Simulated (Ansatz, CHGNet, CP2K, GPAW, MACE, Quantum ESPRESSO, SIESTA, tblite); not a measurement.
**Codes compared on generalised stacking fault on (112) of a Nb-Li solid solution (54 atoms)**

Aim: run generalised stacking fault on (112) of a Nb-Li solid solution (54 atoms) in several programs and set results and cost side by side. A plane-wave run serves as the reference.

Calculated with Ansatz 0.2.0; Kohn-Sham DFT, PBE, PAW, plane waves.

## 1. Set-up

The cell holds 54 atoms: 30 Nb and 24 Li. Cell: a = 8.820 Å, b = 4.801 Å, c = 25.166 Å, α = 90.0°, β = 87.8°, γ = 90.0°. Bcc Nb lattice (a = 3.3949 Å, the value set for the mixture), cell with z along [112], 3 x 1 x 3 periods; the third cell vector is tilted by 0.333 of 1/2<111> (its sense, twinning or antitwinning, isn't checked) and lengthened by 0.2 Å, so the cell holds one fault; displaced by a Gaussian of 0.01 Å; 24 of 54 Nb sites given to Li at random (lattice constant by Vegard's rule between Nb and Li). Then every atom was moved at random, 0.05 Å r.m.s. a Cartesian component. The structure's axis is c.

## 2. The reference run

The PAW files are the set soft_2.

Contents of input.yaml:

```yaml
crystal:
  lattice:
    - [8.82021, 0.0, 0.0]
    - [0.0, 4.80111, 0.0]
    - [0.98001, 0.0, 25.14732]
  atoms:
    - { symbol: Nb, position: [0.55275, 0.99223, 0.99178] }
    - { symbol: Nb, position: [0.22767, 0.98749, 0.99104] }
    - { symbol: Li, position: [0.89346, 0.00375, 0.99489] }
    - { symbol: Nb, position: [0.76692, 0.50888, 0.05166] }
    [... 44 atom lines left out ...]
    - { symbol: Nb, position: [0.67569, 0.00303, 0.88062] }
    - { symbol: Nb, position: [0.34952, 0.00838, 0.88195] }
    - { symbol: Nb, position: [0.00466, 0.00241, 0.88308] }
    - { symbol: Nb, position: [0.7863, 0.48442, 0.93592] }
    - { symbol: Li, position: [0.44923, 0.50258, 0.9387] }
    - { symbol: Li, position: [0.11556, 0.50409, 0.93558] }
kpoints:
  mp_grid: { grid: [1, 1, 1] }
hamiltonian:
  xc: pbe
scf:
  occupations: { method: fermi_dirac, width: 0.05 }
output:
  forces: true
  eigenvalues: true
  populations: true
  stress: true
```

Launch:

```sh
$ ansatz run input.yaml --threads 4 --pin off --max-ram 8192MiB --backend cpu --events-out ev --progress --plain --runs-dir out
```

Numbers of over 12 decimals in the logs are rounded to 6 here.

The program printed:

```text
[...]
Pseudopotentials: kind: paw
Pseudopotential: Nb, paw, valence charge 13, recommended cutoff 420 eV (normal), Nb.paw.azcp
Pseudopotential: Li, paw, valence charge 3, recommended cutoff 420 eV (normal), Li.paw.azcp
[... 5 lines on functional and potentials left out ...]
Crystal: 54 atoms, lattice volume = 1064.908 Å³
Basis set: ecut = 420 eV, 20745 PW (Γ), exchange–correlation on 120×72×360 points (8 copies of the dense FFT grid, shifted against one another)
Bands: 285, of which v1, the nominal top of the filled ones, is band 231 counted from 1 (230 counted from 0)
Symmetry: 1 space group operations
Space group: P1 (ITA 1), of the structure as read, at distance tolerance 1.0e-4 Å
k-points: 1
[... 5 lines on functional and potentials left out ...]
Initial density: superposition of atomic densities (neutral atoms: chi_scale 0, normalization atom), corrected by the library's trained network
Initial wavefunctions: pseudopotential atomic-orbital guess
[...]
SCF iter   1: F=—  HF=-141465.223263 eV  |F-HF|=—  |Δ(HF+E_count)|=         —  Δρ=1.91e-2  dr2=7.53e1  ethr=1.77e-3  ⟨swp⟩=13.0  Hψ=1626  notcnv=0
preconditioner: auto → Kerker (q_TF=auto, 2.374 Å⁻¹)  [metal: Δε(μ)=0.072 eV  Ē_g=2.727 eV  σ=0.050 eV  W_gap=0.31  n_scr=234 (ndim 8)  ℏωp=15.0 eV  f_vac=0.000  D(μ)=53.43/eV (n_scr^D=502)]
[...]
SCF iter   9: F=—  HF=-141463.823930 eV  |F-HF|=—  |Δ(HF+E_count)|=   5.14e-7  Δρ=5.36e-6  dr2=1.23e-6  ethr=1.59e-9  ⟨swp⟩=2.0  Hψ=363  notcnv=0  defer=10
SCF iter  10: F=-141463.823930 eV  HF=-141463.823930 eV  |F-HF|=6.21e-8  |Δ(HF+E_count)|=   6.41e-8  Δρ=1.56e-6  dr2=8.80e-8  ethr=2.16e-11  ⟨swp⟩=11.0  Hψ=1140  notcnv=0
SCF 1 converged in 10 iterations: F = -141463.823930 eV  dr2 = 8.80e-8
[...]
SCF converged after 10 iterations
Free energy (F): -141463.823930 eV
Harris-Foulkes:  -141463.823930 eV  (|F-HF|=6.21e-8)
Internal energy: -141463.333334 eV  (E = F + TS)
E sigma→0 (E₀):  -141463.578632 eV
Entropy (-TS):   -0.490596 eV (-9.085 meV/atom)
Fermi energy:    9.287976 eV
--- Per-component energies (eV) ---
[...]
Σ components = -141463.823930   (vs F -141463.823930, Δ=0.00e0)
--- Forces (eV/Å), atoms counted from 1 ---
  atom   1  Nb     2.10450461     0.12255862    -0.37172525
  atom   2  Nb     1.82401077     0.24576714     1.31188259
  atom   3  Li    -0.29114505    -0.07475338     0.07800783
  atom   4  Nb    -2.50586184    -0.14140806    -1.04041807
[...]
atom  54  Li     0.33303396    -0.14441648     0.31936698
  max |Σ_I F_I| component: 6.00e-5 eV/Å
--- Stress (GPa, compression-positive) ---
       -9.237624       0.029198       4.013205
        0.029198     -22.200361      -0.102803
        4.013205      -0.102803      -4.994116
  P = ⅓ Tr σ = -12.1440 GPa (-121.440 kbar)
--- Band table (eV) ---
  k-point 0: bands = ["-45.7491", "-45.6695", "-45.6523", "-45.6262", [... 269 levels ...], "11.0846", "11.1172", "11.1989", "11.2161", "11.2546", "11.2765", "11.3145", "11.4106", "11.4238", "11.4921", "11.5315", "11.5789"]
--- Löwdin populations: 54 sites ---
  site symbol       q [e]
     0     Nb     13.0085
     1     Nb     13.2548
     2     Li      2.6283
[...]
53     Li      2.5824
  spilling = 0.007876 (of n_electrons = 462.000000)
```

Run time: 12 s. Hardware: 4 threads of Arm Neoverse V1, shared host; peak memory 1.2 GiB; 44 s of CPU time.

The run gave:

```yaml
free_energy: -141463.8239 eV
free_energy_per_atom: -2619.7004 eV/atom
scf_cycles: 10
pressure: -12.14 GPa
r_m_s_force_component: 0.8348 eV/Å
longest_force: 3.321 eV/Å
fermi_energy: 9.288 eV
levels_partly_filled_by_over_2_per_cent: 11
spilling_of_the_projection: 0.007876
```

Length of the force by element:

```csv
element,coordination,atoms,mean length of the force (eV/Å),spread,least,most
Li,all,24,0.409,0.157,0.180,0.704
Nb,all,30,1.69,0.878,0.159,3.32
```

The levels nearest the highest filled one (over half full), pooled over k-points and spins:

```csv
level less the highest filled one (eV),occupation
-0.184,1.96
-0.176,1.96
-0.109,1.84
-0.063,1.64
-0.0297,1.41
0,1.13
0.0272,0.862
0.0685,0.498
0.103,0.284
0.116,0.229
0.150,0.121
0.176,0.075
```

The run ends at a pressure of -12.14 GPa, with forces up to 3.3 eV/Å.

## 3. What was run beside it

The programs:
- CHGNet: machine-learned potential, published weights.
- CP2K 2026.2: Gaussian basis with GTH pseudopotentials and a plane-wave density; labels give functional, basis (MOLOPT sets; SR short-range, UZH the newer set with its own potentials), grid cutoff/relative cutoff and solver (OT: orbital transformation; TRS4, TC2, SIGN: linear-scaling purification with its sparsity filter), or its built-in tight binding.
- MACE: machine-learned potential, published weights.
- Quantum ESPRESSO 7.5: plane waves; labels (QE) give functional, pseudopotential set and cutoffs of waves/density.
- SIESTA 5.4.2: numerical atomic orbitals, whose automatically made sets are far from complete, with PseudoDojo norm-conserving potentials that we converted to its format (checked against plane waves on the same files for H, C, O, Si, Ge and Ca alone); labels give functional, basis size, energy shift and mesh cutoff.

All use the same cell and atoms; the electronic-structure runs use the same k-mesh, and an electronic temperature of 580 K (0.05 eV) where levels are smeared.

Differences are against the plane-wave reference, forces as r.m.s. over components; share is that over the reference's r.m.s. force, slope the least-squares factor from reference forces to these. Total energies of different programs have different zeros and aren't compared.

```csv
run,"Δ force, r.m.s. (meV/Å)",share (%),slope,Δ pressure (GPa),cores,CPU time,memory (GiB)
reference,-,-,-,-,4,44 s,1.2
CHGNet 0.3.0 potential,690,82.7,0.281,2.93,1,3.8 s,0.76
CHGNet r2SCAN potential,699,83.7,0.304,1.27,1,3.5 s,0.76
"CP2K PBE, DZVP-MOLOPT-SR, 280/50 Ry, diagonalisation (coarse)",54.0,6.47,1.009,0.466,2,24 min,1.5
"CP2K PBE, DZVP-MOLOPT-SR, 400/50 Ry, diagonalisation (coarse)",30.3,3.63,1.007,0.357,2,29 min,2.1
"CP2K PBE, DZVP-MOLOPT-SR, 800/50 Ry, diagonalisation",30.2,3.62,1.007,0.356,4,26 min,6.7
"CP2K PBE, SZV-MOLOPT-SR, 800/50 Ry, diagonalisation (coarse)",501,60.1,1.053,0.962,2,13 min,4.5
"CP2K PBE, TZVP-UZH, 800/50 Ry, diagonalisation",28.4,3.40,1.017,0.279,4,22 min,6.8
MACE MPA-0 medium potential,737,88.3,0.227,2.64,1,7.6 s,0.81
"QE PBE, sssp-1.3.0-efficiency, 20/160 Ry (coarse)",148,17.7,1.008,-61.5,2,8.9 min,0.72
"QE PBE, sssp-1.3.0-efficiency, 45/360 Ry",2.33,0.280,1.001,-0.251,2,21 min,2.3
"SIESTA PBE, DZP, shift 0.01 Ry, mesh 300 Ry",35.3,4.23,1.008,-0.815,2,11 min,1.4
"SIESTA PBE, TZP, shift 0.01 Ry, mesh 300 Ry",36.5,4.38,1.006,-1.21,2,15 min,1.6
```

Rows marked coarse were listed beforehand as settings not expected to be converged; some can still land near the reference.

Times of the machine-learned potentials are mostly Python's start and the loading of weights.

CPU time is summed over cores on a shared host, where runs went side by side, so it is rough. Symmetry, cutoffs, thresholds, outputs and thread counts weren't matched or tuned between programs; memory under MPI is the largest rank's times the ranks.

Runs without a result: CP2K GFN1-xTB, diagonalisation (not converged, the SCF not settling); GPAW PBE, LCAO dzp, h 0.2 Å (cut off at its time limit of 6.9 min); tblite GFN1-xTB (not converged); GPAW PBE, LCAO szp(dzp), h 0.2 Å (cut off at its time limit of 4.3 min); QE PBE, sssp-1.3.0-efficiency, 45/360 Ry, cg (cut off at its time limit of 6.5 min); GPAW PBE, LCAO dzp, h 0.15 Å (cut off at its time limit of 12 min); GPAW revPBE, LCAO dzp, h 0.2 Å (cut off at its time limit of 6.9 min).

Mean charges by element (e), by run and scheme:

```csv
run,scheme,Nb,Li
"CP2K PBE, DZVP-MOLOPT-SR, 800/50 Ry, diagonalisation",Mulliken,-0.16,+0.20
"CP2K PBE, DZVP-MOLOPT-SR, 800/50 Ry, diagonalisation",Hirshfeld,+0.04,-0.06
"CP2K PBE, TZVP-UZH, 800/50 Ry, diagonalisation",Mulliken,-0.04,+0.05
"CP2K PBE, TZVP-UZH, 800/50 Ry, diagonalisation",Hirshfeld,+0.04,-0.05
"SIESTA PBE, DZP, shift 0.01 Ry, mesh 300 Ry",Hirshfeld,+0.12,-0.15
"SIESTA PBE, TZP, shift 0.01 Ry, mesh 300 Ry",Hirshfeld,+0.12,-0.15
```

Within one program, basis, potentials and functional, energies share a zero. Each run against its twin at the usual cutoff or grid and solver:

```csv
run,twin,Δ energy (meV/atom),"Δ force, r.m.s. (meV/Å)",CPU time over the twin's
"CP2K PBE, DZVP-MOLOPT-SR, 280/50 Ry, diagonalisation","DZVP-MOLOPT-SR, 800/50 Ry, diagonalisation",-1.78,46.5,0.92 (this twin ran on 4 cores)
"CP2K PBE, DZVP-MOLOPT-SR, 400/50 Ry, diagonalisation","DZVP-MOLOPT-SR, 800/50 Ry, diagonalisation",-0.0168,1.21,1.1 (this twin ran on 4 cores)
"QE PBE, sssp-1.3.0-efficiency, 20/160 Ry","sssp-1.3.0-efficiency, 45/360 Ry",1931,149,0.43
```

## 4. What came out

| Item | Value |
| --- | --- |
| reference r.m.s. force component | 0.835 eV/Å |
| nearest in forces | QE PBE, sssp-1.3.0-efficiency, 45/360 Ry, 0.28 % |
| farthest in forces | MACE MPA-0 medium potential, 88 % |
| cheapest electronic-structure run beside the reference | QE PBE, sssp-1.3.0-efficiency, 20/160 Ry, 8.9 min of CPU time |

In words: PBE on plane waves or a grid with other potentials, cutoffs or grids, coarse settings apart, differs from the reference by 0.28 % (QE PBE, sssp-1.3.0-efficiency, 45/360 Ry) of the r.m.s. force; this holds the reference's own error, so differences of a few per cent don't tell which side is nearer the exact PBE result (QE's 45 Ry are 612 eV, against the reference's 420 eV). The PBE runs in local orbitals, coarse settings apart, differ by 3.4 % (CP2K PBE, TZVP-UZH, 800/50 Ry, diagonalisation) to 4.4 % (SIESTA PBE, TZP, shift 0.01 Ry, mesh 300 Ry); basis, grid and potentials can all enter. Machine-learned potentials differ by 83 % (CHGNet 0.3.0 potential) to 88 % (MACE MPA-0 medium potential); they were trained on other programs' data, some at another functional. The reference samples few k-points for this cell, and its sampling error, which other DFT runs on the same mesh share, can be part of so large a difference. Among those trained on PBE data the slope goes as low as 0.23, with a correlation of 0.47, so directions differ as well as sizes. Runs with settings chosen to be coarse differ by 3.6 % (CP2K PBE, DZVP-MOLOPT-SR, 400/50 Ry, diagonalisation) to 60 % (CP2K PBE, SZV-MOLOPT-SR, 800/50 Ry, diagonalisation), their programs' other errors included. None of the electronic-structure runs in the table takes under half the reference's CPU time of 44 s; they take 12 to 39 times as much. In pressure, QE PBE, sssp-1.3.0-efficiency, 20/160 Ry misses by -61.5 GPa, at the same functional; a cutoff this low leaves a large Pulay stress. Charges hang on scheme and program or settings: among these rows the mean for Li runs from -0.15 to +0.20 e, even in sign. In the reference: 11 levels are partly filled, by over 2 % (at Γ alone), as in a metal. The potentials hold different valence shells: 462 electrons in the reference, 414 in GPAW; this bears on time and differences. Machine-learned potentials mimic data converged in k, so the reference's own k-point error enters their differences. The cell is under 6 Å thick along one periodic direction, so every atom has periodic images of itself close by, which move with it and show among its neighbours and in g(r). The reference's stress is far from hydrostatic: its diagonal is -9.2, -22.2, -5.0 GPa, compression counted positive. The host structure and its lattice constant were typed by rule, without a check against the phase diagram. The reference's pressure of -12 GPa says that the cell would shrink at this level of theory. The electronic-structure runs sample only Γ, in a cell whose shortest periodic width is 5 Å, which is coarse for a cell with partly filled levels.

[Also dropped from logs without a mark: logging warnings of Python, and SIESTA's first energy breakdown and zero terms.]

[Logs are printed without paths, hosts, clocks, repeated set-up lines and the standing remarks that a program may print on its own settings, such as how far it seeks lower states.]

[Hosts, paths, dates, database ids (printed as entryN), source tags and the programs' standing remarks are cut or masked in the printed files.]
